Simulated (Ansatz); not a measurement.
# Charge trapping in a frame of liquid (K,Cs,Na)F from 1100 K (106 atoms), part 2 of 4

Does an extra electron or hole in a frame of liquid (K,Cs,Na)F from 1100 K (106 atoms) stay spread out, or do the atoms trap it?

Ansatz 0.2.0; Kohn-Sham DFT, PBE, PAW (set soft_2), plane waves.

The cell: 22 K, 6 Cs, 25 Na and 53 F. The network of bonds at the start is that of the classical potential that made the cell. The ion parameters were fitted for water, not for melts. The Brillouin zone is sampled at Γ only, in a cell whose shortest periodic width is 13 Å. No spin–orbit coupling is included.

So far. Step 2 (Single point at the start): The r.m.s. force at the start is 0.33 eV/Å. Step 3 (Relaxation): The relaxation converged after 32 steps, 12.4 eV below its start, with a largest force component of 0.051 eV/Å.

## Step 4: Single point at the relaxed geometry

The electronic structure is read at the final geometry, in a run of its own.

The input, input.yaml:

```yaml
crystal:
  lattice:
    - [13.42746, 0.0, 0.0]
    - [0.0, 13.42746, 0.0]
    - [0.0, 0.0, 13.42746]
  atoms:
    - { symbol: K, position: [0.67699, 0.53182, 0.60898] }
    - { symbol: K, position: [0.67733, 0.40551, 0.00519] }
    - { symbol: K, position: [0.46488, 0.12916, 0.69231] }
    - { symbol: K, position: [0.23859, 0.62382, 0.89198] }
    - { symbol: K, position: [0.14098, 0.15105, 0.51737] }
    - { symbol: K, position: [0.20101, 0.36121, 0.21269] }
    [... 94 atom lines left out ...]
    - { symbol: F, position: [0.50685, 0.50571, 0.94784] }
    - { symbol: F, position: [0.88384, 0.52183, 0.62318] }
    - { symbol: F, position: [0.93633, 0.61879, 0.35101] }
    - { symbol: F, position: [0.06098, 0.22728, 0.15933] }
    - { symbol: F, position: [0.51285, 0.52835, 0.2496] }
    - { symbol: F, position: [0.19157, 0.98528, 0.84653] }
kpoints:
  mp_grid: { grid: [1, 1, 1] }
hamiltonian:
  xc: pbe
scf:
  occupations: { method: gaussian, width: 0.025 }
output:
  forces: true
  stress: true
  populations: true
  dos:
    method: { smearing: { sigma: 0.15 } }
    de: 0.1
    projected: { site_lists: { Cs: [Cs], F: [F], K: [K], Na: [Na] } }
  eigenvalues: true
  write_density: true
  write_potential: true
  volumetric_format: npy
```

Started as:

```bash
$ ansatz run input.yaml --threads 4 --pin off --max-ram 15872MiB --backend cpu --events-out ev --progress --plain --runs-dir out
```

Numbers of over 12 decimals in the logs are rounded to 6 here.

The log of the run:

```text
[...]
Crystal: 106 atoms, lattice volume = 2420.926 Å³
Basis set: ecut = 420 eV, 47257 PW (Γ), exchange–correlation on 180×180×180 points (8 copies of the dense FFT grid, shifted against one another)
Bands: 530, of which v1, the nominal top of the filled ones, is band 424 counted from 1 (423 counted from 0)
Symmetry: 1 space group operations
[...]
k-points: 1
[...]
SCF iter   1: F=—  HF=-147987.033074 eV  |F-HF|=—  |Δ(HF+E_count)|=         —  Δρ=9.16e-4  dr2=3.07e-2  ethr=1.77e-3  ⟨swp⟩=6.0  Hψ=2260  notcnv=0  defer=68
[...]
SCF iter   9: F=-147987.036942 eV  HF=-147987.036942 eV  |F-HF|=8.96e-9  |Δ(HF+E_count)|=   3.54e-8  Δρ=7.85e-7  dr2=1.21e-8  ethr=1.18e-11  ⟨swp⟩=8.0  Hψ=3022  notcnv=0
SCF 1 converged in 9 iterations: F = -147987.036942 eV  dr2 = 1.21e-8
[...]
WARN: The input density's exchange-correlation potential varies sharply where the density is thin. Do not read a vacuum level from v_tot or v_xc, or from such a field of the output density. On a cell that repeats whose density bears no net charge and no dipole along the vacuum's axis use v_es (v_loc + v_h of the components); [...]
SCF converged after 9 iterations
Free energy (F): -147987.036942 eV
[...]
Internal energy: -147987.036942 eV  (E = F + TS)
E sigma→0 (E₀):  -147987.036942 eV
Fermi energy:    2.170436 eV
[...]
--- Forces (eV/Å), atoms counted from 1 ---
  atom   1  K      0.00431018    -0.01040426    -0.00963899
  atom   2  K      0.02832225    -0.01650175     0.01609222
  atom   3  K      0.00421623     0.02191419    -0.00162648
  atom   4  K     -0.00934737    -0.01323553    -0.01187962
  atom   5  K     -0.00248124     0.00372466     0.00457150
  atom   6  K     -0.05145367    -0.00228014     0.02329163
  atom   7  K      0.00798584    -0.01386968    -0.00326230
  atom   8  K      0.00485347    -0.00010351     0.00637647
  atom   9  K      0.01296109     0.01121180    -0.00086639
  atom  10  K      0.00521811    -0.00132069     0.00044956
  atom  11  K      0.00000341    -0.00688190     0.01196203
  atom  12  K      0.00764316     0.01251449    -0.01091384
  atom  13  K      0.00109156     0.00512581    -0.01043209
  atom  14  K     -0.00709544     0.00015105    -0.00466564
[...]
atom 105  F     -0.00987039    -0.00021490    -0.00559631
  atom 106  F      0.01031285    -0.00669911     0.00051420
  max |Σ_I F_I| component: 2.16e-4 eV/Å
--- Stress (GPa, compression-positive) ---
       -0.759698       0.292858      -0.019349
        0.292858      -1.144757      -0.151002
       -0.019349      -0.151002      -0.755926
  P = ⅓ Tr σ = -0.8868 GPa (-8.868 kbar)
--- Band table (eV) ---
[...]
--- Löwdin populations: 106 sites ---
  site symbol       q [e]
     0      K      8.1384
     1      K      8.1480
     2      K      8.1169
[...]
105      F      7.7817
  spilling = 0.004344 (of n_electrons = 848.000000)
```

Run time: 42 s. Hardware: 4 threads of Intel Xeon Platinum 8259CL at 2.50GHz (Skylake/Cascade Lake), shared host; peak memory 3.5 GiB; 2.6 min of CPU time.

The program notes that the exchange-correlation potential is rough where the density is thin.

The run gave:

```
free energy                                      : -147987.0369 eV
free energy per atom                             : -1396.1041 eV/atom
SCF cycles                                       : 9
pressure                                         : -0.8868 GPa
r.m.s. force component                           : 0.01036 eV/Å
longest force                                    : 0.06532 eV/Å
Fermi energy                                     : 2.17 eV
gap (highest filled to lowest empty level) : 4.608 eV
spilling of the projection                       : 0.004344
```

Löwdin charges by element and coordination (they lack the spilled electrons, 0.035 e an atom on average):

| element | coordination | atoms | mean charge (e) | spread | least | most |
| --- | --- | --- | --- | --- | --- | --- |
| Cs | all | 6 | 0.954 | 0.0097 | 0.936 | 0.968 |
| Cs | 4 | 2 | 0.952 | 0.0012 | 0.951 | 0.953 |
| Cs | 5 | 1 | 0.936 | 0 | 0.936 | 0.936 |
| Cs | 6 | 1 | 0.960 | 0 | 0.960 | 0.960 |
| Cs | 7 | 2 | 0.963 | 0.0051 | 0.958 | 0.968 |
| F | all | 53 | -0.778 | 0.006 | -0.79 | -0.766 |
| F | 3 | 2 | -0.783 | 0.0029 | -0.786 | -0.780 |
| F | 4 | 24 | -0.778 | 0.0055 | -0.788 | -0.766 |
| F | 5 | 23 | -0.778 | 0.006 | -0.79 | -0.767 |
| F | 6 | 4 | -0.772 | 0.0053 | -0.781 | -0.767 |
| K | all | 22 | 0.866 | 0.0099 | 0.844 | 0.885 |
| K | 4 | 9 | 0.873 | 0.0081 | 0.862 | 0.885 |
| K | 5 | 10 | 0.863 | 0.0058 | 0.852 | 0.874 |
| K | 6 | 3 | 0.853 | 0.0074 | 0.844 | 0.862 |
| Na | all | 25 | 0.805 | 0.0096 | 0.791 | 0.834 |
| Na | 3 | 1 | 0.834 | 0 | 0.834 | 0.834 |
| Na | 4 | 19 | 0.806 | 0.0075 | 0.792 | 0.818 |
| Na | 5 | 5 | 0.797 | 0.0039 | 0.791 | 0.802 |

States in the cell by windows of 1 eV, zero at the Fermi level; the larger projections on atomic orbitals stand beside the total:

| from (eV) | to (eV) | total | F p | Cs p | K p |
| --- | --- | --- | --- | --- | --- |
| -14 | -13 | 8.8 | 0.0 | 0.0 | 8.7 |
| -13 | -12 | 123.2 | 0.8 | 0.0 | 121.7 |
| -12 | -9 | 0.0 | 0.0 | 0.0 | 0.0 |
| -9 | -8 | 14.2 | 0.3 | 13.6 | 0.0 |
| -8 | -7 | 21.8 | 0.6 | 21.0 | 0.0 |
| -7 | -4 | 0.0 | 0.0 | 0.0 | 0.0 |
| -4 | -3 | 129.0 | 123.1 | 0.2 | 0.3 |
| -3 | -2 | 188.9 | 184.1 | 0.8 | 0.6 |
| -2 | 2 | 0.0 | 0.0 | 0.0 | 0.0 |
| 2 | 3 | 2.2 | 0.0 | 0.0 | 0.0 |
| 3 | 4 | 15.5 | 0.7 | 0.1 | 0.1 |
| 4 | 5 | 32.5 | 1.4 | 0.1 | 0.1 |

Between -26 and -14 eV lie 268 more states.

About 94 of the 848 electrons lie in deeper levels, below the stored range.

The levels nearest the highest filled one (over half full), pooled over k-points and spins:

| level less the highest filled one (eV) | occupation |
| --- | --- |
| -0.133 | 2 |
| -0.119 | 2 |
| -0.101 | 2 |
| -0.0841 | 2 |
| -0.0145 | 2 |
| 0 | 2 |
| 4.61 | 0 |
| 5.48 | 0 |
| 5.56 | 0 |
| 5.61 | 0 |
| 5.81 | 0 |
| 5.94 | 0 |

Electrostatic potential energy in the ac plane at fractional y = 0.351, with atoms of K and Cs and Na and F within 0.2 Å of it. With pseudopotentials it is smooth inside the atoms' cores, unlike the true potential.

Values in eV, 13 rows by 16 columns, each cell a mean:
```
  5   3  -1   4   7  -2 -34  -7   6   4  -3  -2   5   6   1   1
  7   5   4   5   7   5   1   4   7   5   3   4   6   7   6   6
  7   4 -14  -8   6   6   4   4   5   4  -3   0   5   6   5   6
  5   2 -19 -11   5   5   0  -1   4   4   1   2   6   6   5   5
  5   6   5  -1   7   6   4   4   6   7   6   6   6   3   1   4
  6   7   6  -1   6   6   4   4   6   6   5   5   5 -14 -27   2
  6   6   5   4   5   5 -12 -25   2   5   3   4   6   2  -1   5
  2   5   5   5   7   3  -1  -7   4   7   6   7   7   6   1  -4
-13   3   5   5   4 -31  -6   4   5   7   7   7   7   3 -16 -20
 -7   3  -8 -20   0   4   3 -24 -16   4   6   7   6   5  -9 -17
  5   5 -14 -30  -4   5   4  -6  -2   6   6   6 -28 -10   5   3
  4   6   4   3   4   7   6   6   7   7   5   6   1   3  -8  -8
  1   4   3   3 -14   4  -3   3   7   5  -7  -6   4   1 -28 -28
```
Columns run along a (13.4 Å; values clipped at the 3rd and 97th percentile), rows up along c (13.4 Å). Atoms in or near the plane, at fractional coordinates: K at (0.20, 0.21), K at (0.93, 0.04), Cs at (0.96, 0.32), Na at (0.48, 0.24), Na at (0.17, 0.76), Na at (0.40, 0.96), F at (0.79, 0.18), F at (0.35, 0.34).

Valence density in the ac plane at fractional y = 0.351, with atoms of K and Cs and Na and F within 0.2 Å of it. It is the smooth field of the valence electrons, not physical close to the nuclei.

Ten steps, logarithmic in the rise over the least value, from '0' (0 e/Å³) to '9' (15 e/Å³), each cell a mean:
```
00001221111113898400000123321000012331
01111110000002687300000001110000000000
12332100000000111000000000000000000000
12332100001100000000000001100000000000
01111365200000000000000123210000000000
00002799510000012210000123310000000000
00001577300000012221000011100000000000
00000112110000011111110000000000000000
00000124431000000012332100000000011000
00000135542000000012332100000002576300
00000012321000000101111000000002798410
00000000000000036641000000111111243100
00000000000000159972000000112210000000
00000000000011125631000000012210000111
21000000001245421000010000000000012333
43100000001489741000010000000000124434
43100011111367631232100000000000134323
32100245542112113798410000000111123444
10001467763100002798410000013564211222
00001356652000000132100000025897410000
00000123321000000001221000013665211110
10000001133210000002332100001111124543
20000001356531000001111122221000246765
20000111245421343100000134431000146664
```
Columns run along a (13.4 Å), rows up along c (13.4 Å). Atoms in or near the plane, at fractional coordinates: K at (0.20, 0.21), K at (0.93, 0.04), Cs at (0.96, 0.32), Na at (0.48, 0.24), Na at (0.17, 0.76), Na at (0.40, 0.96), F at (0.79, 0.18), F at (0.35, 0.34).

Between filled and empty levels lie 4.61 eV (at Γ alone); a semilocal functional tends to put such gaps too low. In a disordered cell it changes from sample to sample and from frame to frame. Mean Löwdin charges: Cs +0.95, F -0.78, K +0.87, Na +0.81 e (they miss 0.43 % of the electrons, so they add up to more than the cell's charge).

## Step 5: An extra electron, atoms held

The electron count changes by one with the atoms held: a vertical process, on a uniform background, with spin and a narrow Fermi–Dirac smearing. Its energy against the neutral cell hangs on the program's zero of potential.

The input, input.yaml:

```yaml
crystal:
  lattice:
    - [13.42746, 0.0, 0.0]
    - [0.0, 13.42746, 0.0]
    - [0.0, 0.0, 13.42746]
  atoms:
    [... the 106 atom lines of step 4 ...]
total_charge: -1
kpoints:
  mp_grid: { grid: [1, 1, 1] }
hamiltonian:
  xc: pbe
scf:
  occupations: { method: fermi_dirac, width: 0.01 }
  lower_state_search: "off"
output:
  forces: true
  stress: true
  populations: true
  dos:
    method: { smearing: { sigma: 0.1 } }
    de: 0.1
    projected: { site_lists: { Cs: [Cs], F: [F], K: [K], Na: [Na] } }
  eigenvalues: true
  write_density: true
  write_potential: true
  volumetric_format: npy
magnetization:
  spin_polarized: true
  initial_magnetization: 1
```

The log of the run:

```text
[...]
Crystal: 106 atoms, lattice volume = 2420.926 Å³
Basis set: ecut = 420 eV, 47257 PW (Γ), exchange–correlation on 180×180×180 points (8 copies of the dense FFT grid, shifted against one another)
Bands: 531, of which v1, the nominal top of the filled ones, is band 425 counted from 1 (424 counted from 0)
Symmetry: 1 space group operations
[...]
k-points: 1
[...]
Starting moments: Σ|m| = 1 μB on 106 of 106 sites
[...]
SCF iter   1: F=—  HF=-148139.011339 eV  |F-HF|=—  |Δ(HF+E_count)|=         —  Δρ=8.56e-2 (↑8.56e-2 ↓8.54e-2)  dr2=6.00e2  dr2_m=8.46e-3  M=1.000 μB ∫|m|=1.003 μB  β_m=1.00  ethr=3.10e-3  ⟨swp⟩=6.0  Hψ=4064  notcnv=0  defer=162
[...]
spin=Collinear: Resta preconditioning applied to the charge; magnetization (m = ρ↑ − ρ↓) channel mixes plain (no charge-response kernel on spin).
SCF iter   2: F=—  HF=-148009.743535 eV  |F-HF|=—  |Δ(HF+E_count)|=         —  Δρ=2.37e-2 (↑2.37e-2 ↓2.37e-2)  dr2=6.94e1  dr2_m=4.51e-4  M=0.910 μB ∫|m|=0.933 μB  β_m=0.30  ethr=3.10e-3  ⟨swp⟩=3.0  Hψ=2946  notcnv=0  defer=198
[...]
SCF iter  11: F=—  HF=-147982.587351 eV  |F-HF|=—  |Δ(HF+E_count)|=   2.83e-3  Δρ=8.73e-5 (↑8.66e-5 ↓8.73e-5)  dr2=5.97e-4  dr2_m=8.77e-5  M=-0.048 μB ∫|m|=0.050 μB  β_m=0.30  ethr=3.15e-7  ⟨swp⟩=4.0  Hψ=1696  notcnv=0  defer=198
[...]
spin-set hold released at iteration 11 (site moments contracting): the magnetisation degrees of freedom join the quasi-Newton model from the next iteration; the mixer history was flushed
SCF iter  12: F=—  HF=-147982.587425 eV  |F-HF|=—  |Δ(HF+E_count)|=   7.32e-5  Δρ=5.25e-5 (↑5.25e-5 ↓4.97e-5)  dr2=4.12e-4  dr2_m=2.57e-5  M=-0.006 μB ∫|m|=0.013 μB  β_m=0.59  ethr=7.03e-8  ⟨swp⟩=2.5  Hψ=1235  notcnv=0  defer=198
SCF iter  13: F=—  HF=-147982.587778 eV  |F-HF|=—  |Δ(HF+E_count)|=   3.54e-4  Δρ=2.32e-5 (↑2.32e-5 ↓2.16e-5)  dr2=1.69e-4  dr2_m=3.23e-6  M=-0.005 μB ∫|m|=0.007 μB  β_m=0.76  ethr=4.86e-8  ⟨swp⟩=3.0  Hψ=1367  notcnv=0  defer=198
[...]
SCF iter  19: F=-147982.588483 eV  HF=-147982.588483 eV  |F-HF|=1.01e-7  |Δ(HF+E_count)|=   9.05e-8  Δρ=9.57e-7 (↑9.57e-7 ↓8.34e-7)  dr2=3.14e-8  dr2_m=1.16e-8  M=-0.001 μB ∫|m|=0.001 μB  β_m=0.81  ethr=1.06e-11  ⟨swp⟩=6.0  Hψ=5979  notcnv=0
SCF iter  20: F=-147982.588483 eV  HF=-147982.588483 eV  |F-HF|=2.15e-9  |Δ(HF+E_count)|=   3.49e-8  Δρ=2.59e-7 (↑2.59e-7 ↓2.06e-7)  dr2=6.82e-9  dr2_m=5.41e-10  M=0.000 μB ∫|m|=0.000 μB  ethr=3.70e-12  ⟨swp⟩=4.0  Hψ=5042  notcnv=0
WARN: the starting moments were not kept: the SCF closed with an absolute magnetisation of 3.0e-4 μB, where they sum to 1 μB in size (106 sites). That is at most 0.1 of that sum. Measured as dr2_m measures the in/out step, that magnetisation stands 1.4e-10 eV from none, [...]
SCF 1 converged in 20 iterations: F = -147982.588483 eV  dr2 = 6.82e-9
[...]
SCF converged after 20 iterations
Magnetization: 0.0003 μB (424.5002 up, 424.4998 down)
Absolute magnetization: 0.0003 μB (∫|ρ↑−ρ↓|, with the PAW one-centre terms)
[...]
Per-site moments (μB) at R_I (Å): [(4.5119469257503376e-7, 1.070043), (2.9914214585608187e-7, 1.087174), (8.00274177651592e-7, 1.056548), (4.149806447010194e-7, 1.022218), (6.128582947061623e-7, 1.072208), [...]
Free energy (F): -147982.588483 eV
[...]
Internal energy: -147982.574620 eV  (E = F + TS)
E sigma→0 (E₀):  -147982.581551 eV
Entropy (-TS):   -0.013863 eV (-0.131 meV/atom)
Fermi energy:    4.440428 eV
[...]
Σ components = -147982.588483   (vs F -147982.588483, Δ=0.00e0)
--- Forces (eV/Å), atoms counted from 1 ---
  atom   1  K      0.01118279     0.00826247    -0.01472401
  atom   2  K      0.02651157    -0.00425910     0.00707472
  atom   3  K      0.01977474    -0.00359532    -0.01754206
  atom   4  K     -0.01287812    -0.01037628    -0.01034614
[...]
atom 106  F      0.01709000    -0.01758214     0.02803585
  max |Σ_I F_I| component: 2.10e-4 eV/Å
--- Stress (GPa, compression-positive) ---
       -0.887848       0.289602      -0.021925
        0.289602      -1.265388      -0.147204
       -0.021925      -0.147204      -0.882861
  P = ⅓ Tr σ = -1.0120 GPa (-10.120 kbar)
--- Band table (eV) ---
[...]
--- Löwdin populations: 106 sites ---
  site symbol       q [e]    m [muB]
     0      K      8.1506     0.0000
     1      K      8.1561     0.0000
     2      K      8.1629     0.0000
[...]
105      F      7.7829     0.0000
  spilling = 0.004386 (of n_electrons = 849.000000)
```

The job ended after 2 min (4 threads; peak memory 6 GiB).

The program notes that starting moments were not kept.

An extra electron, atoms held: the energy stands 4.45 eV above that of the reference. An odd electron should give 1 μB; this run ended with the carrier shared between both spins.

The levels nearest the highest filled one (over half full), pooled over k-points and spins:

| level less the highest filled one (eV) | occupation |
| --- | --- |
| -4.64 | 1 |
| -4.64 | 1 |
| 0 | 0.5 |
| 0 | 0.5 |
| 0.872 | 0 |
| 0.872 | 0 |
| 0.944 | 0 |
| 0.944 | 0 |

## Step 6: An extra electron, atoms relaxed

The atoms now respond to the charge; the energy gained comes from screening by the atoms, from trapping if the charge localises, and from any strain left in the reference.

input.yaml, the sections that differ from step 5:

```yaml
output:
  forces: true
relax:
  f_tol: 0.05
  max_steps: 90
# crystal, total_charge, kpoints, hamiltonian, scf, magnetization: as in step 5
```

The log of the run:

```text
[...]
Crystal: 106 atoms, lattice volume = 2420.926 Å³
Basis set: ecut = 420 eV, 47257 PW (Γ), exchange–correlation on 180×180×180 points (8 copies of the dense FFT grid, shifted against one another)
Bands: 531, of which v1, the nominal top of the filled ones, is band 425 counted from 1 (424 counted from 0)
Symmetry: 1 space group operations
[...]
k-points: 1
[...]
Starting moments: Σ|m| = 1 μB on 106 of 106 sites
[...]
SCF iter   1: F=—  HF=-148139.011338 eV  |F-HF|=—  |Δ(HF+E_count)|=         —  Δρ=8.56e-2 (↑8.56e-2 ↓8.54e-2)  dr2=6.00e2  dr2_m=8.46e-3  M=1.000 μB ∫|m|=1.003 μB  β_m=1.00  ethr=3.10e-3  ⟨swp⟩=6.0  Hψ=4064  notcnv=0  defer=162
[...]
SCF iter  15: F=-147982.588479 eV  HF=-147982.588476 eV  |F-HF|=3.38e-6  |Δ(HF+E_count)|=   6.59e-6  Δρ=7.60e-6 (↑6.39e-6 ↓7.60e-6)  dr2=6.93e-6  dr2_m=4.88e-7  M=0.004 μB ∫|m|=0.004 μB  ethr=4.24e-9  ⟨swp⟩=3.5  Hψ=2405  notcnv=0
[...]
SCF 1 converged in 15 iterations: F = -147982.588479 eV  dr2 = 6.93e-6
[...]
relax step   1: F+E_penalty+E_count = -147982.58847934 eV  Δ(F+E_penalty+E_count) = +0.000e0 eV  max|allowed force component| = 6.546e-2 eV/Å  Δτ_max = 0.0000 Å  (15 SCF iters, dr2 threshold 6.25e-5 eV, accepted)
[...]
relax step   2: F+E_penalty+E_count = -147982.60580256 eV  Δ(F+E_penalty+E_count) = -1.732e-2 eV  max|allowed force component| = 7.062e-2 eV/Å  Δτ_max = 0.0816 Å  (9 SCF iters, accepted)
[...]
relax step   3: F+E_penalty+E_count = -147982.61661494 eV  Δ(F+E_penalty+E_count) = -1.081e-2 eV  max|allowed force component| = 3.857e-2 eV/Å  Δτ_max = 0.0287 Å  (8 SCF iters, accepted)
SCF converged after 8 iterations
Magnetization: -0.0019 μB (424.4990 up, 424.5010 down)
Absolute magnetization: 0.0019 μB (∫|ρ↑−ρ↓|, with the PAW one-centre terms)
[...]
Per-site moments (μB) at R_I (Å): [(-2.0500682252609216e-6, 1.073098), (-1.1878768755296003e-6, 1.084189), (-4.323284218273876e-6, 1.056793), (-1.3198699572993989e-6, 1.021387), (-2.417174641291639e-6, [...]
Free energy (F): -147982.616615 eV
[...]
Internal energy: -147982.602752 eV  (E = F + TS)
E sigma→0 (E₀):  -147982.609683 eV
Entropy (-TS):   -0.013863 eV (-0.131 meV/atom)
Fermi energy:    4.397426 eV
[...]
--- Forces (eV/Å), atoms counted from 1 ---
  atom   1  K     -0.00655295    -0.00059480     0.00141586
  atom   2  K      0.00435863     0.00240991     0.00567019
  atom   3  K     -0.00361147    -0.00178691     0.00831156
  atom   4  K      0.00728834     0.00407086    -0.00098065
  atom   5  K     -0.00362101    -0.00010697    -0.01260862
  atom   6  K      0.00024792     0.00390122     0.00205643
  atom   7  K     -0.00629825    -0.00786889     0.00988739
  atom   8  K      0.00427471     0.00538929    -0.00693309
  atom   9  K     -0.00175046    -0.00597103    -0.00274509
  atom  10  K      0.00059582     0.00363820     0.01222442
  atom  11  K      0.00827919     0.00236070     0.00541828
  atom  12  K     -0.00387223    -0.00268688    -0.00036656
  atom  13  K     -0.01450212    -0.02092945     0.00634947
  atom  14  K      0.00254943    -0.00613396     0.00600171
[...]
atom 105  F     -0.00390225    -0.00783870     0.00127692
  atom 106  F     -0.00976620     0.00190377    -0.00461146
  max |Σ_I F_I| component: 1.18e-4 eV/Å
--- Relaxed structure (3 steps of the walk, 3 accepted, 0 SCFs on fresh bases) ---
  F+E_penalty+E_count = -147982.61661494 eV   max|allowed force component| = 3.857e-2 eV/Å
  atoms:
    - { symbol: K, position: [0.677183, 0.530547, 0.609286] }
    - { symbol: K, position: [0.678457, 0.404164, 0.00480676] }
    - { symbol: K, position: [0.467016, 0.128171, 0.691048] }
    - { symbol: K, position: [0.238316, 0.624023, 0.891609] }
[...]
- { symbol: F, position: [0.192126, 0.984910, 0.846639] }
```

Wall time 2.3 min (4 threads); peak memory 5.8 GiB.

The relaxation converged after 3 steps, 0.0281 eV below its start, with a largest force component of 0.039 eV/Å.

An extra electron, atoms relaxed: the energy stands 4.42 eV above that of the reference. An odd electron should give 1 μB; this run ended with the carrier shared between both spins.

(Part 2 of 4 ends here.)

[Logs are printed without paths, hosts, clocks, repeated set-up lines and the standing remarks that a program may print on its own settings, such as how far it seeks lower states.]

[Hosts, paths, dates, database ids (printed as entryN), source tags and the programs' standing remarks are cut or masked in the printed files.]
